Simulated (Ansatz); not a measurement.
# W (Im-3m): the Drude term of Re ε in the infrared

Re ε of W (Im-3m) at low photon energies is read from one computed spectrum; the carriers' damping was typed as γ = 0.03 eV.

Symmetry: Im-3m, No. 229, cubic system. The conventional cell has a = 3.165 Å, b = 3.165 Å, c = 3.165 Å, α = 90.00°, β = 90.00°, γ = 90.00°. Around W on site a lie 8 W at 2.74 Å.

Method: Ansatz 0.2.0, PBE, independent particles, k-mesh 16×16×16 with interpolation inside its cells, Gaussian parameter 0.1 eV.

Launch of the response step: `ansatz run input.yaml --threads 4 --pin off --max-ram 8192MiB --backend cpu --events-out ev --progress --plain --runs-dir out`. The run took 4 s, on 4 threads of AMD EPYC 9R45 (Zen 5), on a shared host.

```
photon energy E (eV)  wavelength (µm)    Re ε
                0.25             4.96  -885.7
                0.30             4.13       ?
                0.35             3.54  -429.0
                0.40             3.10  -315.5
                0.50             2.48  -184.8
                0.60             2.07  -122.5
                0.70             1.77   -87.9
```

A Drude term over a constant background gives Re ε = ε_b − ωp²/(E² + γ²), linear in 1/(E² + γ²).

Working, on the rows shown:

| x = 1/(E² + γ²) (eV⁻²) | y = Re ε |
| --- | --- |
| 15.7729 | -885.7 |
| 8.10373 | -429 |
| 6.21504 | -315.5 |
| 3.98565 | -184.8 |
| 2.77085 | -122.5 |
| 2.03707 | -87.9 |

Means: x̄ = 6.4809, ȳ = -337.57. Σ(x − x̄)(y − ȳ) = -7536, Σ(x − x̄)² = 128.8. Slope = -7536 / 128.8 = -58.52; intercept = ȳ − slope · x̄ = 41.677. The line misses the rows shown by at most 10.

Task: What does the fit predict for the withheld row, and how well does it do?

Result: At x = 11.001 the line gives y = -602.08. The run gave -602.1, so the interpolation holds to the digits printed.

Refitted with all rows, the slope is -58.52 and the intercept 41.678. These give ωp = √(−slope) = 7.65 eV, against 7.70 eV from the program's Fermi-surface sum, and an intercept of 41.7. Taking the program's Drude term off the rows leaves 48 at the lowest energy and 33 at the highest, so the background isn't constant: interband transitions lie in or near the window, and neither fitted number can be trusted. The values come from a sum over the points of one k-mesh and carry its error, which is largest for Fermi-surface quantities. Spin-orbit coupling is left out.

[Logs are printed without paths, hosts, clocks, repeated set-up lines and the standing remarks that a program may print on its own settings, such as how far it seeks lower states.]
